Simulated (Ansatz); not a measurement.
# PbO2 monolayer (1T): phonons and vibrational spectra, part 2 of 2

The cell of PbO2 monolayer (1T) is at rest. What are its phonons? After the zone centre comes a 6×6×1 q mesh on a 12×12×1 k mesh.

Ansatz 0.2.0; DFT LDA, scalar-relativistic, plane waves, PAW.

So far. Step 2 (Zone-centre response): Before it was imposed, the acoustic sum rule was missed by 1.3e-4 eV/Å² and the charge sum rule by 0.0028 e. Small misses are needed for a sound result but don't prove that mesh and cutoff are converged. The lowest optical mode is real, 339 cm⁻¹.

## 3. Response at finite wavevector

Stability and thermal properties need the whole zone. Linear response on a 6×6×1 q mesh gives force constants as far as a supercell of that size would, and the tensors from the zone-centre run are typed in so that the long-range dipole term is interpolated apart.

input.yaml reads:

```yaml
crystal:
  lattice:
    - [3.3422386788, 0.0, 0.0]
    - [-1.6711193394, 2.8944636013, 0.0]
    - [0.0, 0.0, 28.308]
  atoms:
    - { symbol: Pb, position: [0.0, 0.0, 0.3532570298] }
    - { symbol: O, position: [0.3333333333, 0.6666666667, 0.3898922396] }
    - { symbol: O, position: [0.6666666667, 0.3333333333, 0.31662182] }
  periodic: [true, true, false]
kpoints:
  mp_grid: { grid: [12, 12, 1] }
hamiltonian:
  xc: lda
scf:
  occupations: { method: fixed }
output:
  eigenvalues: true
phonons:
  method: dfpt
  qmesh: [6, 6, 1]
  temperatures: { t_max: 1000, t_step: 50 }
  qpath:
    path:
      - [0.0, 0.0, 0.0]
      - [0.5, 0.0, 0.0]
      - [0.33333333, 0.33333333, 0.0]
      - [0.0, 0.0, 0.0]
    npoints: 10
  isolated: true
  non_analytic_term:
    high_frequency_dielectric_tensor: [[1.8489, 0.0, 0.0], [0.0, 1.8489, 0.0], [0.0, 0.0, 1.1105]]
    born_effective_charges:
      - { species: Pb, tensor: [[4.8378, 0.0, 0.0], [0.0, 4.8378, 0.0], [0.0, 0.0, 0.596]] }
      - { species: O, tensor: [[-2.4189, 0.0, 0.0], [0.0, -2.4189, 0.0], [0.0, 0.0, -0.298]] }
      - { species: O, tensor: [[-2.4189, 0.0, 0.0], [0.0, -2.4189, 0.0], [0.0, 0.0, -0.298]] }
    source: "zone-centre run at this cell"
```

Run with:

```
> ansatz run input.yaml --threads 8 --pin off --max-ram 14336MiB --backend cpu --events-out ev --progress --plain --runs-dir out
```

Numbers of over 12 decimals in the logs are rounded to 6 here.

What it wrote:

```text
Warning: phonons: the dynamical matrix that this run interpolates holds no multipole term above the dipole-dipole one, and a site of this crystal is no centre of inversion, so its interpolated transverse optical and acoustic branches and sound speeds can stay off near Gamma, and the density of states and the thermodynamics with them. What a run solves at a wave vector of phonons.qpoints, Gamma apart, where the deck admits one, is free of this, and under fd what a larger phonons.supercell samples
[...]
Crystal: 3 atoms, lattice volume = 273.851 Å³
Basis set: ecut = 420 eV, 5447 PW (Γ), exchange–correlation on 48×48×384 points (8 copies of the dense FFT grid, shifted against one another)
Bands: 17, of which v1, the nominal top of the filled ones, is band 13 counted from 1 (12 counted from 0)
Symmetry: 12 space group operations
k-points: 19 of 144 (irreducible under 6 space group operations, time reversal used)
[...]
SCF iter   1: F=—  HF=-12709.888782 eV  |F-HF|=—  |Δ(HF+E_count)|=         —  Δρ=6.69e-3  dr2=1.17e-1  ethr=1.77e-3  ⟨swp⟩=7.8  Hψ=2234  notcnv=0  defer=36
[...]
SCF iter  10: F=-12709.859390 eV  HF=-12709.859390 eV  |F-HF|=4.00e-11  |Δ(HF+E_count)|=  7.28e-12  Δρ=3.39e-8  dr2=2.82e-12  ethr=1.00e-12  ⟨swp⟩=27.7  Hψ=4146  notcnv=0
SCF 1 converged in 10 iterations: F = -12709.859390 eV  dr2 = 2.82e-12
[...]
NSCF: frozen V_eff on 19 k-points
[...]
DFPT response loops at q = (0, 0, 0) (fractional): preconditioner auto → none (the input reference at scf.mixing.eps_inf says where Resta's filter doesn't serve); β = 0.50; Broyden in place of MSR1
[...]
SCF converged after 10 iterations
Free energy (F): -12709.859390 eV
[...]
Internal energy: -12709.859390 eV  (E = F + TS)
E sigma→0 (E₀):  -12709.859390 eV
Fermi energy:    -8.420213 eV
[...]
--- Band table (eV; the first three rows and the last of 19) ---
  k-point 0: bands = [... 9 lower, -9.7137, -9.1053, -8.7162, -8.7162, -6.9543, -3.1585, -0.2933, -0.1847]
  k-point 1: bands = [... 9 lower, -9.8154, -9.1692, -8.7794, -8.7098, -6.6817, -2.9136, -0.2274, -0.0565]
  k-point 2: bands = [... 9 lower, -10.0949, -9.3353, -8.8008, -8.6843, -6.0654, -2.3489, -0.1410, 0.3284]
  k-point 18: bands = [... 9 lower, -11.5566, -10.8687, -8.5153, -8.5153, -4.2303, 0.6068, 1.0911, 1.0911]
--- Phonons (Γ-DFPT): 6 representative perturbations + reference (Σ response iterations 25) ---
  ASR residual: 6.602e-5 → 0.000e0 eV/Å²; symmetrization residual: 6.244e-6 eV/Å²
[...]
ASR residual per site (eV/Å²): 8.73e-6 6.58e-5 6.60e-5
  Γ frequencies (cm⁻¹): 0.00 0.00 0.00 339.32 339.32 370.90 370.90 430.52 439.64
--- Phonons (arbitrary-q DFPT): 7 irreducible q on the 6×6×1 mesh ---
  q = [0.0000, 0.0000, 0.0000] (star 1, of the zone-centre solve; hermiticity 6.34e-7, symmetrization 1.13e-12, taken by the last average 5.36e-9): -0.00 0.00 0.00 339.32 339.32 370.90 370.90 430.52 439.64
  q = [0.0000, 0.1667, 0.0000] (star 6, 9 solved perturbations on 78 of 144 k-point pairs; hermiticity 1.20e-6, symmetrization 1.57e-11, taken by the last average 2.49e-7): 16.95 51.57 91.77 318.96 358.82 398.56 418.71 446.41 500.80
[...]
q = [0.1667, 0.1667, 0.0000] (star 6, 6 solved perturbations in 666 linear systems a pass and spin channel, the states on 144 of 144 k-point pairs; hermiticity 1.12e-6, symmetrization 9.55e-11, taken by the last average 1.90e-7): 36.28 97.03 138.06 328.40 363.19 378.80 422.58 466.64 506.99
[...]
sum rule: each row above includes the acoustic sum rule's correction from the zone centre's row sums; it moved no ω² by more than (1.06 cm⁻¹)²
  mesh force constants: q→R imaginary residual 1.32e-18; ASR residual 6.602e-5 → 0.000e0 eV/Å²; symmetrization residual 1.421e-14 eV/Å²
  interpolated dispersion: 31 rows × 9 modes
  density of states and harmonic sums: on the 24×24×1 q-mesh, interpolated from the force constants of a 6×6×1 supercell (with the dipole–dipole term of supplied tensors)
  largest difference from the sums on the solved wave vectors: F 2.82e-2 eV, S 3.50e-5 and C_V 6.72e-6 eV/K
  zero-point energy: 0.170740 eV/cell   skipped modes (ω ≤ 0): 3   left out of the sums: 5.79e-4 of the cell's modes: C_V's classical limit lies that fraction below 3 k_B per atom; for a crystal, a wire or a layer, F and S can be off by more, and a phonons.interpolated_qmesh denser along its periods is the remedy for the sampling
```

The job ended after 5.4 min (8 threads of Arm Neoverse V1, shared host; peak memory 1.8 GiB; 41 min of CPU time).

This step gave:

```
sum-rule residual before enforcement                       : 6.60e-5 eV/Å²
lowest frequency on the path                               : 0 cm⁻¹
highest frequency on the path or at a solved wavevector    : 511.1 cm⁻¹
mean frequency                                             : 305.8 cm⁻¹
lowest mode on the q mesh (acoustic modes at Γ apart)      : 16.95 cm⁻¹
zero-point energy per atom                                 : 56.91 meV
heat capacity at 300 K                                     : 20.24 J/(mol atoms K)
vibrational entropy at 300 K                               : 24.52 J/(mol atoms K)
edges of the widest gap between branches, on path and mesh : 189.9, 292.1 cm⁻¹
```

Frequencies (cm⁻¹) solved at each irreducible wavevector; negative means imaginary. Frequencies by wavevector, by row:

```csv
q in reciprocal lattice units,star,mode 1,mode 2,mode 3,mode 4,mode 5,mode 6,mode 7,mode 8,mode 9
0 0 0,1,0,0,0,339.3,339.3,370.9,370.9,430.5,439.6
0 0.1667 0,6,16.9,51.6,91.8,319,358.8,398.6,418.7,446.4,500.8
0 0.3333 0,6,44.2,92,162.9,299.7,354.4,399.3,427.7,458.8,511.1
0 -0.5 0,3,55.5,108.1,189.9,292.1,370.5,374,438.2,463.1,510.7
0.1667 0.1667 0,6,36.3,97,138.1,328.4,363.2,378.8,422.6,466.6,507
0.1667 0.3333 0,12,51.8,128.3,173.7,337,353.7,372,445.5,466.8,505.7
0.3333 0.3333 0,2,53.1,163.1,163.1,351.9,351.9,372.2,463.3,463.3,498.8
```

Interpolated from a 6×6×1 q mesh, with the LO-TO term (at Γ the limit along the path; where Γ stands inside the path, tables give the limit on arrival). Phonon branches along the path, in cm⁻¹:

```csv
point,branch 1,branch 2,branch 3,branch 4,branch 5,branch 6,branch 7,branch 8,branch 9
Γ,0,0,0,339,339,371,371,430,440
halfway,31,74,132,307,354,410,416,453,510
M,56,108,190,292,370,374,438,463,511
halfway,53,132,179,336,358,366,456,460,506
K,53,163,163,352,352,372,463,463,499
halfway,36,97,138,328,363,379,423,467,507
Γ,0,0,0,339,339,371,371,430,440
```

The phonon branches as a text plot (rows in cm⁻¹):

```
    500 |     *********************************************
    479 |   **                               *******       **
    458 | **    *******************************     *******  ***
    437 |*******      ************             *****       ******
    415 |   **********                              *********
    394 |     **    ******
    373 |*****            ***************************************
    351 |     ************        ******************
    330 |*******                  **              ***************
    309 |       ********       ***
    287 |               *******
    266 |
    245 |
    224 |
    202 |
    181 |               **************
    160 |           ****              **************
    138 |         **               ***       *****  **
    117 |       **        *********               **  ***
     96 |           ******                          **   **
     75 |     **  **                                  ***  **
     53 |   ******    ******************************     **
     32 | ****  ******                              *****  *****
     11 |*******                                         ********
         Γ                   M           K                      Γ
```

Tetrahedra on a 24×24×1 mesh, mean over bins of 5 cm-1. Interpolated from a 6×6×1 q mesh. The phonon density of states by wavenumber; read off at these points:

wavenumber (cm⁻¹), phonon density of states (1/cm⁻¹/cell) and a bar:
```
        2     0.0040 #
       18     0.0097 ###
       32     0.0143 ####
       42     0.0219 #######
       52     0.0849 ###########################
       58     0.0095 ###
       72     0.0075 ##
       88     0.0102 ###
       98     0.0133 ####
      112     0.0185 ######
      128     0.0141 ####
      142     0.0132 ####
      152     0.0129 ####
      168     0.0269 ########
      182     0.0158 #####
      198     0.0000 
      208     0.0000 
      222     0.0000 
      238     0.0000 
      252     0.0000 
      262     0.0000 
      278     0.0000 
      292     0.0042 #
      308     0.0160 #####
      318     0.0192 ######
      332     0.0155 #####
      348     0.0221 #######
      352     0.0759 ########################
      362     0.0355 ###########
      368     0.0616 ###################
      372     0.0317 ##########
      388     0.0217 #######
      402     0.0108 ###
      418     0.0238 #######
      428     0.0234 #######
      442     0.0297 #########
      458     0.0347 ###########
      462     0.0830 ##########################
      472     0.0171 #####
      482     0.0019 #
      498     0.0092 ###
      508     0.0959 ##############################
      512     0.0349 ###########
```

The partial phonon density of states has structure finer than the step of the table below, so its rows give means over 20 cm⁻¹, whole bins alone (the curve runs from -10 to 548 cm⁻¹). Peaks (cm⁻¹: height): O 319.7: 0.0203, 354.8: 0.0653, 463.6: 0.0622, 505.6: 0.0520; Pb 53.1: 0.0480, 105.8: 0.0178, 172.4: 0.0206.

Phonopy on the run's constants, 19x19x1 mesh, Gaussian sigma 4.0 cm-1. Interpolated from a 6×6×1 q mesh. Table of partial phonon density of states by wavenumber; means over each step; values in 1/cm⁻¹/cell:

```csv
wavenumber (cm⁻¹),O,Pb
0,4.4e-4,0.00285
20,0.00123,0.00869
40,0.00203,0.0230
60,0.00145,0.0219
80,9.0e-4,0.00808
100,0.00115,0.0142
120,0.00106,0.0153
140,0.00105,0.0126
160,0.00166,0.0140
180,0.00211,0.0152
200,1.5e-4,9.7e-4
220,0,0
240,0,0
260,0,0
280,4.2e-4,3.1e-6
300,0.0117,3.5e-4
320,0.0175,0.00112
340,0.0194,0.00111
360,0.0517,0.00385
380,0.0291,0.00188
400,0.0119,6.3e-4
420,0.0211,7.8e-4
440,0.0275,0.00105
460,0.0449,8.1e-4
480,0.00755,2.9e-4
500,0.0280,6.2e-4
520,0.0162,7.4e-4
```

Harmonic thermodynamic functions per atom, from the density of states. Interpolated from a 6×6×1 q mesh. Thermodynamic functions, by row:

```csv
T (K),F_vib (meV/atom),S (J/mol-atom/K),C_V (J/mol-atom/K)
0,56.91,0,0
100,52.78,8.465,8.715
200,39.52,17.05,16.37
300,17.85,24.52,20.24
400,-10.84,30.63,22.07
500,-45.27,35.66,23.02
600,-84.5,39.92,23.58
700,-127.8,43.58,23.92
800,-174.7,46.79,24.15
900,-224.7,49.64,24.31
1000,-277.5,52.21,24.43
```

Symmetry leaves 7 wavevectors to solve. The lowest mode among them, the acoustic zeros apart, lies at q = (0, 0.167, 0) and is real, 16.9 cm⁻¹.

## 4. Isotope substitution, element O, natural mass 15.999 amu

An isotope changes the mass and not the force constants, so no new electronic calculation is needed; the shifts show which modes move this element.

The same force constants with the mass of O changed from 15.999 to 17.999 u (phonopy, no LO-TO term). Both lists are sorted by frequency; levels can cross, so a row need not hold one and the same mode. Modes under 3 cm⁻¹ are left out. Isotope shifts, by row:

```csv
q,rank,natural mass (cm⁻¹),changed mass (cm⁻¹)
0 0 0,4,339.3,322.6
0 0 0,5,339.3,322.6
0 0 0,6,370.9,349.7
0 0 0,7,370.9,349.7
0 0 0,8,430.5,405.9
0 0 0,9,439.6,417.9
0 0.1667 0,1,16.95,16.82
0 0.1667 0,2,51.57,51.19
0 0.1667 0,3,91.78,91.04
0 0.1667 0,4,319,302.3
0 0.1667 0,5,358.8,340.3
0 0.1667 0,6,398.6,376.6
0 0.1667 0,7,418.7,395.6
0 0.1667 0,8,446.4,421.8
0 0.1667 0,9,500.8,475
0 0.3333 0,1,44.24,44.02
0 0.3333 0,2,92.05,91.63
0 0.3333 0,3,162.9,161.7
0 0.3333 0,4,299.7,283.2
0 0.3333 0,5,354.4,336.4
0 0.3333 0,6,399.3,378
0 0.3333 0,7,427.7,404.3
0 0.3333 0,8,458.8,432.6
0 0.3333 0,9,511.1,483
0 -0.5 0,1,55.45,55.3
0 -0.5 0,2,108.1,107.8
0 -0.5 0,3,189.9,188.2
0 -0.5 0,4,292.1,275.4
0 -0.5 0,5,370.5,352.6
0 -0.5 0,6,374,353.1
0 -0.5 0,7,438.2,414.2
0 -0.5 0,8,463.1,437
0 -0.5 0,9,510.7,481.5
```

A mode of this element alone would shift by -5.72 %. The highest zone-centre frequency without the field goes from 439.6 to 417.9 cm⁻¹ (-4.9 %). The product of the frequency ratios over all optical modes at Γ is 0.720; the product rule, (m/m′)^(3k/2) (M′/M)^(3/2) with k = 2 such atoms and M the mass of the cell, gives 0.720.

## 5. Isotope substitution, element Pb, natural mass 207.2 amu

The same for Pb, from 207.20 to 203.97 u.

A mode of this element alone would shift by +0.79 %. The highest zone-centre frequency without the field goes from 439.6 to 440.1 cm⁻¹ (+0.1 %). The product of the frequency ratios over all optical modes at Γ is 1.003; the product rule, (m/m′)^(3k/2) (M′/M)^(3/2) with k = 1 such atoms and M the mass of the cell, gives 1.003.

## 6. What came out

```json
{
 "space group (within 0.01 Å)": "P-3m1",
 "area per atom": "3.23 Å²",
 "gap on the k-mesh": "1.47 eV",
 "highest optical mode at the zone centre (no LO-TO term)": "440 cm⁻¹",
 "lowest optical zone-centre mode": "339 cm⁻¹",
 "largest Born charge (third of the trace)": "3.42 e",
 "lowest mode on the q mesh (acoustic modes at Γ apart)": "16.9 cm⁻¹",
 "highest frequency on the path or at a solved wavevector": "511 cm⁻¹",
 "zero-point energy per atom": "56.9 meV",
 "heat capacity at 300 K": "20.2 J/(mol atoms K)",
 "vibrational entropy at 300 K": "24.5 J/(mol atoms K)",
 "imaginary modes on the 6×6×1 q mesh": "none"
}
```

What this shows: The structure is a minimum as far as tested: no mode is imaginary at the 7 irreducible wavevectors of the 6×6×1 mesh, and the softest away from the acoustic zeros lies at 17 cm⁻¹. Without the field, the optical modes at Γ span 339 to 440 cm⁻¹. The highest mode in this list at Γ, 439.6 cm⁻¹, is mostly motion of O (87 % of the kinetic energy). The strongest infrared line is at 339 cm⁻¹. Averaged over orientations, the strongest Raman line at 532 nm and 300 K is at 430 cm⁻¹. The tensors are the static, non-resonant ones, while 532 nm light (2.33 eV) lies above the computed gap. On the path and the mesh, the widest gap between branches runs from 190 to 292 cm⁻¹. In a sheet or slab the interpolated bending branch near Γ is rough, since the rotational sum rule isn't imposed. Dielectric tensors refer to the cell with its vacuum. Spin-orbit coupling is left out, which can matter for the heavy elements here. The starting cell was built on a prototype and not taken from a measurement. These are harmonic frequencies at zero temperature: anharmonic shifts, linewidths and thermal expansion are left out.

[Logs are printed without paths, hosts, clocks, repeated set-up lines and the standing remarks that a program may print on its own settings, such as how far it seeks lower states.]

[Hosts, paths, dates, database ids (printed as entryN), source tags and the programs' standing remarks are cut or masked in the printed files.]
